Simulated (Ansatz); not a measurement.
## Dielectric function and optical constants of TiSi2 (Zhiqinite): ground state and bands

Ansatz 0.2.0; DFT, PBE, plane-wave PAW, default files, scalar-relativistic, ground state.

The self-consistent density comes first; it also tells whether there is a gap, which decides the occupations and the need for a Drude term.

The database entry behind the starting cell is an old determination (1939), so it need not match the best structure at ambient conditions.

input.yaml reads:

```yaml
crystal:
  lattice:
    - [0.0, 4.118, 4.2615]
    - [2.3865, 0.0, 4.2615]
    - [2.3865, 4.118, 0.0]
  atoms:
    - { symbol: Ti, position: [0.5, 0.5, 0.5] }
    - { symbol: Ti, position: [0.75, 0.75, 0.75] }
    - { symbol: Si, position: [0.833, 0.167, 0.833] }
    - { symbol: Si, position: [0.167, 0.833, 0.167] }
    - { symbol: Si, position: [0.417, 0.083, 0.417] }
    - { symbol: Si, position: [0.083, 0.417, 0.083] }
kpoints:
  mp_grid: { grid: [7, 7, 7] }
  band_path:
    path:
      - [[0.0, 0.0, 0.0], [0.5, 0.0, 0.5], [1.0, 0.5, 0.5], [0.5, 0.5, 0.0], [0.0, 0.0, 0.0], [0.0, 0.41236738, 0.41236738], [0.5, 0.24444051, 0.74444051], [0.5, 0.0, 0.5]]
      - [[1.0, 0.5, 0.5], [1.0, 0.58763262, 0.58763262]]
      - [[0.0, 0.41236738, 0.41236738], [0.5, 0.75555949, 0.25555949], [0.5, 0.5, 0.0]]
      - [[0.5, 0.5, 0.5], [0.0, 0.0, 0.0]]
    npoints: 4
scf:
  occupations: { method: fermi_dirac, width: 0.05 }
  n_extra_bands: 10
hamiltonian:
  xc: pbe
  pseudopotentials: { kind: paw }
output:
  forces: true
  stress: true
  populations: true
  write_bands: true
```

The run is started by

```
$ ansatz run input.yaml --threads 4 --pin off --max-ram 8192MiB --backend cpu --events-out ev --progress --plain --runs-dir out
```

Q: Predict the electronic bands.

An even count of 40 valence electrons could fill 20 bands, but bands overlap in energy here, so the system is a metal.

Numbers from this step:

- volume: 83.76 Å³
- gap on the path: 0 eV

Electronic bands along the path, in eV, zero at the Fermi level; # counts the bands kept:

| point | #9 | #10 | #11 | #12 | #13 | #14 | #15 | #16 |
| --- | --- | --- | --- | --- | --- | --- | --- | --- |
| Γ | -2.25 | -1.95 | -1.72 | -1.51 | -0.94 | 2.02 | 3.21 | 3.31 |
| halfway | -1.87 | -1.53 | -1.47 | -1.32 | -1.15 | 1.61 | 2.93 | 3.09 |
| Y | -2.41 | -2.41 | -0.85 | -0.85 | 1.26 | 1.26 | 3.29 | 3.29 |
| halfway | -1.11 | -1.11 | -0.73 | -0.73 | 0.97 | 0.97 | 2.64 | 2.64 |
| T | -1.26 | -1.26 | -0.66 | -0.66 | 0.93 | 0.93 | 2.29 | 2.29 |
| halfway | -1.32 | -1.32 | -0.55 | -0.55 | 0.79 | 0.79 | 2.04 | 2.04 |
| Z | -1.61 | -1.61 | -1.03 | -1.03 | 0.81 | 0.81 | 3.23 | 3.23 |
| halfway | -1.77 | -1.67 | -1.63 | -1.35 | -1.10 | 1.42 | 3.16 | 3.19 |
| Γ | -2.25 | -1.95 | -1.72 | -1.51 | -0.94 | 2.02 | 3.21 | 3.31 |
| halfway | -2.12 | -0.33 | -0.23 | 0.07 | 0.12 | 1.56 | 1.68 | 2.05 |
| X | -1.38 | -0.44 | 0.01 | 0.08 | 0.82 | 0.99 | 1.82 | 2.57 |
| halfway | -1.31 | -0.76 | -0.35 | 0.02 | 0.95 | 1.29 | 1.33 | 1.91 |
| A1 | -1.74 | -1.74 | -1.34 | -1.34 | 1.40 | 1.40 | 2.14 | 2.14 |
| halfway | -1.56 | -1.56 | -1.18 | -1.18 | 1.35 | 1.35 | 2.80 | 2.80 |
| Y | -2.41 | -2.41 | -0.85 | -0.85 | 1.26 | 1.26 | 3.29 | 3.29 |
| jump to T | -1.26 | -1.26 | -0.66 | -0.66 | 0.93 | 0.93 | 2.29 | 2.29 |
| halfway | -1.04 | -0.84 | -0.59 | -0.28 | 0.90 | 0.95 | 2.06 | 2.50 |
| X1 | -1.38 | -0.44 | 0.01 | 0.08 | 0.82 | 0.99 | 1.82 | 2.57 |
| jump to X | -1.38 | -0.44 | 0.01 | 0.08 | 0.82 | 0.99 | 1.82 | 2.57 |
| halfway | -1.76 | -0.54 | -0.50 | -0.41 | 1.21 | 1.31 | 2.23 | 2.39 |
| A | -1.74 | -1.74 | -1.34 | -1.34 | 1.40 | 1.40 | 2.14 | 2.14 |
| halfway | -1.75 | -1.75 | -1.18 | -1.18 | 1.24 | 1.24 | 1.83 | 1.83 |
| Z | -1.61 | -1.61 | -1.03 | -1.03 | 0.81 | 0.81 | 3.23 | 3.23 |
| jump to L | -1.98 | -1.09 | -0.05 | 0.17 | 1.04 | 1.35 | 1.77 | 2.26 |
| halfway | -1.80 | -1.42 | -1.22 | -1.02 | -0.36 | 1.41 | 2.65 | 2.73 |
| Γ | -2.25 | -1.95 | -1.72 | -1.51 | -0.94 | 2.02 | 3.21 | 3.31 |

[Logs are printed without paths, hosts, clocks, repeated set-up lines and the standing remarks that a program may print on its own settings, such as how far it seeks lower states.]

[Hosts, paths, dates, database ids (printed as entryN), source tags and the programs' standing remarks are cut or masked in the printed files.]
